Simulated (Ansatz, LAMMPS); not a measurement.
# Elastic response of glassy 76SiO2-24K2O (mol %) (114 atoms), part 2 of 4

How stiff is glassy 76SiO2-24K2O (mol %) (114 atoms), and how do its levels respond to strain?

Ansatz 0.2.0; Kohn-Sham DFT, PBE, PAW (set soft_2), plane waves.

The cell: 29 Si, 18 K and 67 O. The quench rate of 25 K/ps is orders of magnitude faster than experiment. The starting topology of bonds comes from the classical model. Only the Γ point is sampled.

So far. Step 2 (Single point at the start): The r.m.s. force at the start is 0.85 eV/Å.

### 3. Cell and atoms relaxed

Cell and atoms are freed together, to release stress as well as forces.

File input.yaml:

```yaml
crystal:
  lattice:
    - [12.03907, 0.0, 0.0]
    - [0.0, 12.03907, 0.0]
    - [0.0, 0.0, 12.03907]
  atoms:
    [... the 114 atom lines of step 2 ...]
kpoints:
  mp_grid: { grid: [1, 1, 1] }
hamiltonian:
  xc: pbe
scf:
  occupations: { method: gaussian, width: 0.025 }
output:
  forces: true
relax:
  f_tol: 0.05
  max_steps: 150
  cell: {}
```

On the command line:

```
ansatz run input.yaml --threads 4 --pin off --max-ram 8192MiB --backend cpu --events-out ev --progress --plain --runs-dir out
```

Numbers of over 12 decimals in the logs are rounded to 6 here.

The log of the run:

```text
[...]
Crystal: 114 atoms, lattice volume = 1744.933 Å³
Basis set: ecut = 420 eV, 34049 PW (Γ), exchange–correlation on 162×162×162 points (8 copies of the dense FFT grid, shifted against one another)
Bands: 454, of which v1, the nominal top of the filled ones, is band 340 counted from 1 (339 counted from 0)
Symmetry: 1 space group operations
[...]
k-points: 1
[...]
SCF iter   1: F=—  HF=-84252.713895 eV  |F-HF|=—  |Δ(HF+E_count)|=         —  Δρ=1.84e-3  dr2=9.98e-2  ethr=1.77e-3  ⟨swp⟩=6.0  Hψ=2112  notcnv=0  defer=100
[...]
SCF iter   8: F=—  HF=-84252.715643 eV  |F-HF|=—  |Δ(HF+E_count)|=   1.76e-6  Δρ=6.62e-6  dr2=6.50e-7  ethr=2.87e-10  ⟨swp⟩=2.0  Hψ=663  notcnv=0  defer=109
SCF iter   9: F=-84252.715643 eV  HF=-84252.715643 eV  |F-HF|=1.00e-8  |Δ(HF+E_count)|=   5.77e-8  Δρ=1.85e-6  dr2=5.59e-8  ethr=1.47e-11  ⟨swp⟩=3.0  Hψ=1434  notcnv=0
SCF 1 converged in 9 iterations: F = -84252.715643 eV  dr2 = 5.59e-8
[...]
relax step   1: F+E_penalty+E_count = -84252.71564303 eV  Δ(F+E_penalty+E_count) = +0.000e0 eV  max|allowed force component| = 2.732e0 eV/Å  Δτ_max = 0.0000 Å  P = +5.396 GPa  Ω = 1744.933 Å³  (9 SCF iters, dr2 threshold 1.00e-7 eV, accepted)
[... from here on, the SCF cycles and remarks between the steps are left out ...]
relax step   2: F+E_penalty+E_count = -84256.06000761 eV  Δ(F+E_penalty+E_count) = -3.344e0 eV  max|allowed force component| = 1.554e0 eV/Å  Δτ_max = 0.1948 Å  P = +3.211 GPa  Ω = 1756.303 Å³  energy of the carried Pulay correction = -3.193e-2 eV  (7 SCF iters, dr2 threshold 1.14e-5 eV, accepted)
relax step   3: F+E_penalty+E_count = -84257.71747623 eV  Δ(F+E_penalty+E_count) = -1.657e0 eV  max|allowed force component| = 8.590e-1 eV/Å  Δτ_max = 0.1950 Å  P = +0.227 GPa  Ω = 1782.274 Å³  energy of the carried Pulay correction = -1.041e-1 eV  (8 SCF iters, dr2 threshold 1.14e-5 eV, accepted)
relax step   4: F+E_penalty+E_count = -84258.25753994 eV  Δ(F+E_penalty+E_count) = -5.401e-1 eV  max|allowed force component| = 5.205e-1 eV/Å  Δτ_max = 0.2000 Å  P = +0.041 GPa  Ω = 1785.250 Å³  energy of the carried Pulay correction = -1.123e-1 eV  (7 SCF iters, dr2 threshold 1.14e-5 eV, accepted)
relax step   5: F+E_penalty+E_count = -84258.54350842 eV  Δ(F+E_penalty+E_count) = -2.860e-1 eV  max|allowed force component| = 3.482e-1 eV/Å  Δτ_max = 0.1946 Å  P = -0.181 GPa  Ω = 1783.111 Å³  energy of the carried Pulay correction = -1.064e-1 eV  (7 SCF iters, dr2 threshold 1.14e-5 eV, accepted)
relax step   6: F+E_penalty+E_count = -84258.70365939 eV  Δ(F+E_penalty+E_count) = -1.602e-1 eV  max|allowed force component| = 2.939e-1 eV/Å  Δτ_max = 0.2000 Å  P = -0.075 GPa  Ω = 1780.370 Å³  energy of the carried Pulay correction = -9.882e-2 eV  (7 SCF iters, dr2 threshold 7.58e-6 eV, accepted)
relax step   7: F+E_penalty+E_count = -84258.78299847 eV  Δ(F+E_penalty+E_count) = -7.934e-2 eV  max|allowed force component| = 2.325e-1 eV/Å  Δτ_max = 0.1356 Å  P = -0.101 GPa  Ω = 1779.283 Å³  energy of the carried Pulay correction = -9.582e-2 eV  (7 SCF iters, dr2 threshold 5.40e-6 eV, accepted)
relax step   8: F+E_penalty+E_count = -84258.84386025 eV  Δ(F+E_penalty+E_count) = -6.086e-2 eV  max|allowed force component| = 2.264e-1 eV/Å  Δτ_max = 0.2000 Å  P = -0.040 GPa  Ω = 1781.510 Å³  energy of the carried Pulay correction = -1.020e-1 eV  (8 SCF iters, dr2 threshold 3.38e-6 eV, accepted)
relax step   9: F+E_penalty+E_count = -84258.88672788 eV  Δ(F+E_penalty+E_count) = -4.287e-2 eV  max|allowed force component| = 1.155e-1 eV/Å  Δτ_max = 0.0999 Å  P = +0.069 GPa  Ω = 1779.905 Å³  energy of the carried Pulay correction = -9.754e-2 eV  (7 SCF iters, dr2 threshold 3.20e-6 eV, accepted)
relax step  10: F+E_penalty+E_count = -84258.89983693 eV  Δ(F+E_penalty+E_count) = -1.311e-2 eV  max|allowed force component| = 1.476e-1 eV/Å  Δτ_max = 0.2000 Å  P = -0.091 GPa  Ω = 1787.537 Å³  energy of the carried Pulay correction = -1.186e-1 eV  (9 SCF iters, dr2 threshold 8.33e-7 eV, accepted)
relax step  11: F+E_penalty+E_count = -84258.93378835 eV  Δ(F+E_penalty+E_count) = -3.395e-2 eV  max|allowed force component| = 1.602e-1 eV/Å  Δτ_max = 0.0545 Å  P = -0.025 GPa  Ω = 1784.871 Å³  energy of the carried Pulay correction = -1.112e-1 eV  (7 SCF iters, dr2 threshold 1.36e-6 eV, accepted)
relax step  12: F+E_penalty+E_count = -84258.98355696 eV  Δ(F+E_penalty+E_count) = -4.977e-2 eV  max|allowed force component| = 1.927e-1 eV/Å  Δτ_max = 0.2000 Å  P = +0.076 GPa  Ω = 1777.700 Å³  energy of the carried Pulay correction = -9.145e-2 eV  (8 SCF iters, dr2 threshold 1.60e-6 eV, accepted)
relax step  13: F+E_penalty+E_count = -84258.99827124 eV  Δ(F+E_penalty+E_count) = -1.471e-2 eV  max|allowed force component| = 1.117e-1 eV/Å  Δτ_max = 0.0431 Å  P = -0.045 GPa  Ω = 1780.754 Å³  energy of the carried Pulay correction = -9.988e-2 eV  (7 SCF iters, dr2 threshold 2.32e-6 eV, accepted)
[...]
relax step  24: F+E_penalty+E_count = -84259.17386058 eV  Δ(F+E_penalty+E_count) = -1.804e-2 eV  max|allowed force component| = 4.178e-2 eV/Å  Δτ_max = 0.0000 Å  P = +0.035 GPa  Ω = 1786.217 Å³  stress off target by 6.47e-2 GPa  SCF on the basis re-selected at this cell (its energy is not comparable with the rows above)  (6 SCF iters)
relax step  25: F+E_penalty+E_count = -84259.17872118 eV  Δ(F+E_penalty+E_count) = -4.861e-3 eV  max|allowed force component| = 7.002e-2 eV/Å  Δτ_max = 0.1952 Å  P = +0.013 GPa  Ω = 1786.357 Å³  energy of the carried Pulay correction = -5.349e-4 eV  (11 SCF iters, dr2 threshold 1.05e-8 eV, accepted)
relax step  26: F+E_penalty+E_count = -84259.18604929 eV  Δ(F+E_penalty+E_count) = -7.328e-3 eV  max|allowed force component| = 8.883e-2 eV/Å  Δτ_max = 0.1944 Å  P = -0.024 GPa  Ω = 1786.065 Å³  energy of the carried Pulay correction = +1.467e-4 eV  (8 SCF iters, dr2 threshold 3.06e-7 eV, accepted)
relax step  27: F+E_penalty+E_count = -84259.19757591 eV  Δ(F+E_penalty+E_count) = -1.153e-2 eV  max|allowed force component| = 1.138e-1 eV/Å  Δτ_max = 0.1949 Å  P = -0.064 GPa  Ω = 1785.094 Å³  energy of the carried Pulay correction = +2.739e-3 eV  (8 SCF iters, dr2 threshold 4.93e-7 eV, accepted)
relax step  28: F+E_penalty+E_count = -84259.19932007 eV  Δ(F+E_penalty+E_count) = -1.744e-3 eV  max|allowed force component| = 1.347e-1 eV/Å  Δτ_max = 0.1014 Å  P = -0.011 GPa  Ω = 1784.010 Å³  energy of the carried Pulay correction = +5.843e-3 eV  (7 SCF iters, dr2 threshold 8.09e-7 eV, rejected (line search))
relax step  29: F+E_penalty+E_count = -84259.21489652 eV  Δ(F+E_penalty+E_count) = -1.732e-2 eV  max|allowed force component| = 8.924e-2 eV/Å  Δτ_max = 0.0419 Å  P = -0.015 GPa  Ω = 1782.980 Å³  energy of the carried Pulay correction = +8.604e-3 eV  (12 SCF iters, accepted)
relax step  30: F+E_penalty+E_count = -84259.22542263 eV  Δ(F+E_penalty+E_count) = -1.053e-2 eV  max|allowed force component| = 8.870e-2 eV/Å  Δτ_max = 0.1000 Å  P = +0.012 GPa  Ω = 1783.638 Å³  energy of the carried Pulay correction = +7.050e-3 eV  (8 SCF iters, dr2 threshold 4.98e-7 eV, accepted)
relax step  31: F+E_penalty+E_count = -84259.23016034 eV  Δ(F+E_penalty+E_count) = -4.738e-3 eV  max|allowed force component| = 9.453e-2 eV/Å  Δτ_max = 0.1451 Å  P = -0.023 GPa  Ω = 1783.803 Å³  energy of the carried Pulay correction = +6.619e-3 eV  (8 SCF iters, dr2 threshold 4.92e-7 eV, accepted)
relax step  32: F+E_penalty+E_count = -84259.23433022 eV  Δ(F+E_penalty+E_count) = -4.170e-3 eV  max|allowed force component| = 7.636e-2 eV/Å  Δτ_max = 0.0406 Å  P = +0.000 GPa  Ω = 1783.753 Å³  energy of the carried Pulay correction = +6.752e-3 eV  (7 SCF iters, dr2 threshold 5.59e-7 eV, accepted)
relax step  33: F+E_penalty+E_count = -84259.23867220 eV  Δ(F+E_penalty+E_count) = -4.342e-3 eV  max|allowed force component| = 7.177e-2 eV/Å  Δτ_max = 0.2000 Å  P = +0.010 GPa  Ω = 1783.159 Å³  energy of the carried Pulay correction = +8.422e-3 eV  (9 SCF iters, dr2 threshold 3.64e-7 eV, accepted)
relax step  34: F+E_penalty+E_count = -84259.24267432 eV  Δ(F+E_penalty+E_count) = -4.002e-3 eV  max|allowed force component| = 5.385e-2 eV/Å  Δτ_max = 0.0747 Å  P = +0.012 GPa  Ω = 1783.784 Å³  energy of the carried Pulay correction = +6.723e-3 eV  (7 SCF iters, dr2 threshold 3.22e-7 eV, accepted)
relax step  35: F+E_penalty+E_count = -84259.21879560 eV  Δ(F+E_penalty+E_count) = +2.388e-2 eV  max|allowed force component| = 1.812e-1 eV/Å  Δτ_max = 0.2000 Å  P = +0.019 GPa  Ω = 1783.824 Å³  energy of the carried Pulay correction = +6.703e-3 eV  (9 SCF iters, dr2 threshold 1.81e-7 eV, rejected (line search))
relax step  36: F+E_penalty+E_count = -84259.24584125 eV  Δ(F+E_penalty+E_count) = -3.167e-3 eV  max|allowed force component| = 3.603e-2 eV/Å  Δτ_max = 0.0492 Å  P = -0.001 GPa  Ω = 1783.988 Å³  energy of the carried Pulay correction = +6.207e-3 eV  (12 SCF iters, accepted)
relax step  37: F+E_penalty+E_count = -84259.23981920 eV  Δ(F+E_penalty+E_count) = +6.022e-3 eV  max|allowed force component| = 3.610e-2 eV/Å  Δτ_max = 0.0000 Å  P = -0.001 GPa  Ω = 1783.988 Å³  stress off target by 4.31e-2 GPa  SCF on the basis re-selected at this cell (its energy is not comparable with the rows above)  (6 SCF iters)
basis re-selected at this cell: Δ(F+E_penalty+E_count) = +6.022e-3 eV, ΔP = +0.000 GPa vs the last step (what re-selecting the basis moved, of the pressure what is left beyond the Pulay correction that the steps carried, after the strain that the cell walked since its last selection, [...]
SCF converged after 6 iterations
Free energy (F): -84259.239819 eV
[...]
Internal energy: -84259.239819 eV  (E = F + TS)
E sigma→0 (E₀):  -84259.239819 eV
Fermi energy:    5.306144 eV
[...]
Σ components = -84259.239819   (vs F -84259.239819, Δ=0.00e0)
--- Forces (eV/Å), atoms counted from 1 ---
  atom   1  Si    -0.00347575    -0.00075426    -0.02315844
  atom   2  Si     0.00094750     0.01283905     0.00609211
  atom   3  Si    -0.00706492    -0.00459142    -0.00290362
  atom   4  Si     0.01748858     0.00447922    -0.00573345
[...]
atom 114  O     -0.00058983    -0.00884517     0.00259501
  max |Σ_I F_I| component: 1.35e-5 eV/Å
--- Stress (GPa, compression-positive) ---
       -0.018717       0.026427       0.015881
        0.026427       0.015999      -0.014746
        0.015881      -0.014745       0.000525
  P = ⅓ Tr σ = -0.0007 GPa (-0.007 kbar)
--- Relaxed structure (34 steps of the walk, 31 accepted, 3 SCFs on fresh bases) ---
  F+E_penalty+E_count = -84259.23981920 eV   max|allowed force component| = 3.610e-2 eV/Å   (the final SCF, on the basis selected at the relaxed cell)
  cell:  # Å, volume = 1783.9876 Å³
    - [12.167733, -0.081413, 0.066319]
    - [-0.081413, 12.150279, -0.189161]
    - [0.066319, -0.189161, 12.070739]
  atoms:
    - { symbol: Si, position: [0.310930, 0.827736, 0.368662] }
    - { symbol: Si, position: [0.538795, 0.580341, 0.585068] }
    - { symbol: Si, position: [0.504748, -0.010758, 0.431866] }
    - { symbol: Si, position: [0.00359018, 0.576211, 0.302584] }
[...]
- { symbol: O, position: [0.921155, 0.469751, 0.289633] }
```

Wall time 7.9 min (4 threads of Intel Xeon Platinum 8488C (Sapphire Rapids), shared host); peak memory 2.5 GiB.

The relaxation converged after 34 steps, with a largest force component of 0.036 eV/Å.

### 4. Single point at the relaxed geometry

The electronic structure is read at the final geometry, in a run of its own.

File input.yaml:

```yaml
crystal:
  lattice:
    - [12.16773, -0.08141, 0.06632]
    - [-0.08141, 12.15028, -0.18916]
    - [0.06632, -0.18916, 12.07074]
  atoms:
    - { symbol: Si, position: [0.31093, 0.82774, 0.36866] }
    - { symbol: Si, position: [0.53879, 0.58034, 0.58507] }
    - { symbol: Si, position: [0.50475, 0.98924, 0.43187] }
    - { symbol: Si, position: [0.00359, 0.57621, 0.30258] }
    - { symbol: Si, position: [0.18746, 0.29029, 0.52782] }
    - { symbol: Si, position: [0.06684, 0.61563, 0.56276] }
    [... 102 atom lines left out ...]
    - { symbol: O, position: [0.49639, 0.11242, 0.48871] }
    - { symbol: O, position: [0.8483, 0.00824, 0.4418] }
    - { symbol: O, position: [0.71635, 0.3929, 0.34149] }
    - { symbol: O, position: [0.71045, 0.15735, 0.50017] }
    - { symbol: O, position: [0.5912, 0.52703, 0.47123] }
    - { symbol: O, position: [0.92115, 0.46975, 0.28963] }
kpoints:
  mp_grid: { grid: [1, 1, 1] }
hamiltonian:
  xc: pbe
scf:
  occupations: { method: gaussian, width: 0.025 }
output:
  forces: true
  stress: true
  populations: intrinsic
  dos:
    method: { smearing: { sigma: 0.15 } }
    de: 0.1
    projected: { site_lists: { K: [K], O: [O], Si: [Si] } }
  eigenvalues: true
  write_density: true
  write_potential: true
  volumetric_format: npy
  elf: true
```

The log of the run:

```text
[...]
Crystal: 114 atoms, lattice volume = 1783.987 Å³
Basis set: ecut = 420 eV, 34849 PW (Γ), exchange–correlation on 180×180×162 points (8 copies of the dense FFT grid, shifted against one another)
Bands: 454, of which v1, the nominal top of the filled ones, is band 340 counted from 1 (339 counted from 0)
Symmetry: 1 space group operations
[...]
k-points: 1
[...]
SCF iter   1: F=—  HF=-84259.226711 eV  |F-HF|=—  |Δ(HF+E_count)|=         —  Δρ=1.69e-3  dr2=8.21e-2  ethr=1.77e-3  ⟨swp⟩=6.0  Hψ=1995  notcnv=0  defer=95
[...]
SCF iter   9: F=-84259.239816 eV  HF=-84259.239816 eV  |F-HF|=1.45e-8  |Δ(HF+E_count)|=   5.81e-8  Δρ=1.77e-6  dr2=5.33e-8  ethr=1.47e-11  ⟨swp⟩=20.0  Hψ=4503  notcnv=0
SCF 1 converged in 9 iterations: F = -84259.239816 eV  dr2 = 5.33e-8
[...]
WARN: The input density's exchange-correlation potential varies sharply where the density is thin. Do not read a vacuum level from v_tot or v_xc, or from such a field of the output density. On a cell that repeats whose density bears no net charge and no dipole along the vacuum's axis use v_es (v_loc + v_h of the components); [...]
SCF converged after 9 iterations
Free energy (F): -84259.239816 eV
[...]
Internal energy: -84259.239816 eV  (E = F + TS)
E sigma→0 (E₀):  -84259.239816 eV
Fermi energy:    5.306082 eV
[...]
--- Forces (eV/Å), atoms counted from 1 ---
  atom   1  Si    -0.00261628    -0.00115138    -0.02390300
  atom   2  Si     0.00248379     0.01408994     0.00700148
  atom   3  Si    -0.00851965    -0.00390264    -0.00408933
  atom   4  Si     0.01684511     0.00373869    -0.00251819
  atom   5  Si    -0.00369458    -0.00007471     0.01148386
  atom   6  Si     0.00029637    -0.01209919    -0.01826456
  atom   7  Si     0.00650244    -0.00410989     0.01993810
  atom   8  Si     0.00973788    -0.01359247     0.01177900
  atom   9  Si    -0.00702202     0.03796741    -0.02202921
  atom  10  Si     0.00065228     0.00112705     0.00662666
  atom  11  Si     0.01864513     0.00597170     0.00173463
  atom  12  Si    -0.00716232     0.00435571     0.00937411
  atom  13  Si    -0.00215902     0.00688512     0.00037900
  atom  14  Si    -0.00432195    -0.02765166    -0.02709786
[...]
atom 113  O     -0.00774135    -0.00563240    -0.01131674
  atom 114  O      0.00087256    -0.00708402     0.00224895
  max |Σ_I F_I| component: 7.18e-5 eV/Å
--- Stress (GPa, compression-positive) ---
       -0.018929       0.026315       0.016445
        0.026315       0.015119      -0.015324
        0.016445      -0.015323       0.001756
  P = ⅓ Tr σ = -0.0007 GPa (-0.007 kbar)
--- Band table (eV) ---
[...]
--- intrinsic populations: 114 sites ---
  site symbol       q [e]
     0     Si      2.3679
     1     Si      2.2704
     2     Si      2.2992
[...]
113      O      6.9097
  spilling = -0.000000 (of n_electrons = 680.000000)
```

It took 23 s on 4 threads; peak memory 2.6 GiB.

The program notes that the exchange-correlation potential is rough where the density is thin.

The run gave:

| Quantity | Value |
| --- | --- |
| free energy | -84259.2398 eV |
| free energy per atom | -739.1161 eV/atom |
| SCF cycles | 9 |
| pressure | -0.0006849 GPa |
| r.m.s. force component | 0.00862 eV/Å |
| longest force | 0.04871 eV/Å |
| Fermi energy | 5.306 eV |
| gap (highest filled to lowest empty level) | 3.716 eV |

Intrinsic-atomic-orbital charges by element:

```
element  coordination  atoms  mean charge (e)  spread  least    most
      K           all     18            0.869  0.0114  0.855   0.896
      O           all     67           -0.955   0.082  -1.11  -0.870
     Si           all     29             1.67  0.0452   1.61    1.74
```

States in the cell by windows of 1 eV, zero at the Fermi level; the larger projections on atomic orbitals stand beside the total:

```
from (eV)  to (eV)  total   O p  Si p   K p
      -18      -17    6.9   0.1   0.9   0.1
      -17      -15    0.0   0.0   0.0   0.0
      -15      -14   19.4   0.2   0.1  18.9
      -14      -13   88.3   0.9   0.2  86.6
      -13      -12    2.9   1.7   0.1   0.4
      -12      -11   10.6   6.9   0.6   0.1
      -11      -10   16.1  10.8   1.4   0.1
      -10       -9   20.4  14.6   2.8   0.1
       -9       -8   33.0  25.2   6.2   0.1
       -8       -7   15.8  12.3   3.0   0.0
       -7       -6   37.8  31.0   3.7   0.1
       -6       -5   66.5  57.9   4.2   0.2
       -5       -4   81.0  74.0   2.5   0.2
       -4       -3   48.8  45.9   0.9   0.1
       -3       -2   65.1  60.7   2.1   0.3
       -2       -1    4.2   4.0   0.1   0.0
       -1        1    0.0   0.0   0.0   0.0
        1        2    1.9   0.0   0.0   0.0
        2        3    2.1   0.2   0.1   0.0
        3        4   14.4   1.2   1.5   0.1
        4        5   34.3   2.7   7.7   0.1
```

Between -26 and -18 eV lie 127 more states.

About 36 of the 680 electrons lie in deeper levels, below the stored range.

The levels nearest the highest filled one (over half full), pooled over k-points and spins:

```
level less the highest filled one (eV)  occupation
                                -0.274           2
                                -0.249           2
                                -0.215           2
                                -0.151           2
                               -0.0653           2
                                     0           2
                                  3.72           0
                                  4.81           0
                                  4.98           0
                                  5.14           0
                                  5.18           0
                                  5.45           0
```

ELF in the bc plane at fractional x = 0.060, with atoms of Si and K and O within 0.2 Å of it. It is the smooth field of the valence electrons, not physical close to the nuclei.

Ten even steps from '0' (0.00) to '9' (0.87), each cell a mean:
```
7898200000022221378874101589861399
9985000000011111123321002699982289
6420110000000002343200000479972026
0246753100000025888620000135531000
4899996200000036899730000000000001
6886897300000013565310000000000001
3788985100000000000000001221000000
1356631001344310001111136886100122
6322100004899850012332379898402578
9720000016977982012321498579625899
9720000016877972001111278888315899
7400000013677740013565423442112467
1011100000122100037989840013554212
1589851000000000158868960014665200
6999994001000000137989840012332100
6998995000000000012455310000000000
2799972000000000134432100000001221
2135420002442000368974110000146886
8300000169998500479973000000378889
8510000499889810367641000100278669
6300000489999710011110012320158898
1000000158986200012331002210024442
6641000002210000268874100000000014
9996100000001211489985100124310279
```
Columns run along b (12.2 Å), rows up along c (12.1 Å). Atoms in or near the plane, at fractional coordinates: Si at (0.62, 0.56), K at (0.09, 0.36), K at (0.31, 0.16), K at (0.01, 0.97), O at (0.35, 0.58), O at (0.75, 0.61), O at (0.94, 0.19), O at (0.60, 0.43).

Electrostatic potential energy in the bc plane at fractional x = 0.060, with atoms of Si and K and O within 0.2 Å of it. With pseudopotentials it is smooth inside the atoms' cores, unlike the true potential.

Ten even steps from '0' (-39 eV) to '9' (10 eV), each cell a mean:
```
0037899999999998765689999999999840
1258999999999998877899999986799862
7889999999999999988999999998999987
9999999999999999988999999999999999
9963599999999999989999999999999999
9820179999999999999999999999999999
9964699999999999999999999999999999
9888999999999999999988999899999999
8888999999977999998765774237999988
5899999999400499997300151005777732
6999999999411599986100056454113632
9999999999888999998522478872001688
9999999999999999998523789875225789
8865689999999999998201699998888899
8410158999999999998535899999999999
7300058999999999987567899999999999
8643478999999999875336899999999999
9988889998888999986457899999999999
9999999886446899986688999999996215
9999999861002689999999999999995003
9999999862003789999999999999998668
9999999986557899999999999999999999
7789999999899999998789999999999998
1258999999999999874379999999999863
```
Columns run along b (12.2 Å; values clipped at the 3rd and 97th percentile), rows up along c (12.1 Å). Atoms in or near the plane, at fractional coordinates: Si at (0.62, 0.56), K at (0.09, 0.36), K at (0.31, 0.16), K at (0.01, 0.97), O at (0.35, 0.58), O at (0.75, 0.61), O at (0.94, 0.19), O at (0.60, 0.43).

Between filled and empty levels lie 3.72 eV (at Γ alone); a semilocal functional tends to put such gaps too low. In a disordered cell it changes from sample to sample, and tail or defect levels can set it. Mean intrinsic-atomic-orbital charges: K +0.87, O -0.96, Si +1.67 e.

(Continued in part 3 of 4.)

[Logs are printed without paths, hosts, clocks, repeated set-up lines and the standing remarks that a program may print on its own settings, such as how far it seeks lower states.]

[Hosts, paths, dates, database ids (printed as entryN), source tags and the programs' standing remarks are cut or masked in the printed files.]
